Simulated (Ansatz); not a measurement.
# What went wrong? random rutile alloy of IrO2 and SiO2 (96 atoms)

Program: Ansatz 0.2.0. The cell: 24 Si, 64 O and 8 Ir.

The input, input.yaml:

```yaml
crystal:
  lattice:
    - [8.5176, 0.0, 0.0]
    - [0.0, 8.5176, 0.0]
    - [0.0, 0.0, 11.1492]
  atoms:
    - { symbol: Si, position: [0.01735, 0.01741, 0.00303] }
    - { symbol: Si, position: [0.24925, 0.24688, 0.1254] }
    - { symbol: O, position: [0.14596, 0.14433, 0.98808] }
    - { symbol: O, position: [0.33597, 0.35749, 0.00627] }
    - { symbol: O, position: [0.1054, 0.40747, 0.13256] }
    - { symbol: O, position: [0.40607, 0.09797, 0.12991] }
    - { symbol: Si, position: [0.00011, 0.00466, 0.25336] }
    - { symbol: Ir, position: [0.25427, 0.24246, 0.36547] }
    - { symbol: O, position: [0.15071, 0.15139, 0.25665] }
    - { symbol: O, position: [0.33437, 0.3352, 0.24565] }
    - { symbol: O, position: [0.08269, 0.39343, 0.36981] }
    - { symbol: O, position: [0.4077, 0.08777, 0.38155] }
    - { symbol: Si, position: [0.98741, 0.99485, 0.50418] }
    - { symbol: Ir, position: [0.25518, 0.23612, 0.63042] }
    - { symbol: O, position: [0.14007, 0.13939, 0.51175] }
    - { symbol: O, position: [0.34551, 0.36372, 0.51207] }
    - { symbol: O, position: [0.08642, 0.41424, 0.62243] }
    - { symbol: O, position: [0.40042, 0.09556, 0.61836] }
    [... 72 atom lines left out ...]
    - { symbol: Si, position: [0.48862, 0.5027, 0.74686] }
    - { symbol: Si, position: [0.74804, 0.75306, 0.87724] }
    - { symbol: O, position: [0.64933, 0.64487, 0.7606] }
    - { symbol: O, position: [0.84328, 0.84626, 0.74699] }
    - { symbol: O, position: [0.61082, 0.91312, 0.88619] }
    - { symbol: O, position: [0.91513, 0.59937, 0.88195] }
kpoints:
  mp_grid: { grid: [2, 2, 1] }
hamiltonian:
  xc: pbe
scf:
  occupations: { method: fermi_dirac, width: 0.05 }
  eigensolver: { kind: { support_functions: { accuracy: medium, radius: 2.78 } } }
  max_iter: 150
output:
  forces: true
  eigenvalues: true
```

Started as:

```console
$ ansatz run input.yaml --threads 8 --pin off --max-ram 15872MiB --backend cpu --events-out ev --progress --plain --runs-dir out
```

Log:

```text
Warning: scf.eigensolver.kind.support_functions: disabling space-group detection — the functions' gradient is summed over unrotated k-points, so no spatial operation reduces the k-mesh or symmetrises the density; time reversal is kept, so that k and −k are solved as one point where they differ and the mesh holds both, and exact exchange and, on two spinor components, a DFT+U term hold to it where the run has them: [...]
Warning: basis.ecutwfc = 464 eV, auto-derived: no grid that the accuracy of the support functions lays serves the files at the lower one that their records recommend; a deck with other species or settings can derive another value
settings of this run that can trade accuracy for cost: scf.eigensolver.kind.support_functions [...]
Engine: ansatz 0.2.0, aarch64-unknown-linux-gnu
Pseudopotentials: kind: paw
Pseudopotential: Si, paw, valence charge 4, recommended cutoff 420 eV (normal), Si.paw.azcp
Pseudopotential: O, paw, valence charge 6, recommended cutoff 420 eV (normal), O.paw.azcp
Pseudopotential: Ir, paw, valence charge 17, recommended cutoff 420 eV (normal), Ir.paw.azcp
[... 5 lines on functional and potentials left out ...]
Error: SCF: the radius of support functions is under 3.11 Å, the least for these sites at the functions' level (scf.eigensolver.kind.support_functions.accuracy). Use scf.eigensolver.kind: auto, or type scf.eigensolver.kind.support_functions.radius at least as long, [...]
```

It took 2.8 s on 8 threads of Arm Neoverse V1, shared host; peak memory 0.28 GiB.

Q: Name the fault and the fix.

A radius under the least that the level allows: support_functions.radius = 2.78.

The fix is to use a longer radius.

The run ended with an error.

[Logs are printed without paths, hosts, clocks, repeated set-up lines and the standing remarks that a program may print on its own settings, such as how far it seeks lower states.]

[Hosts, paths, dates, database ids (printed as entryN), source tags and the programs' standing remarks are cut or masked in the printed files.]
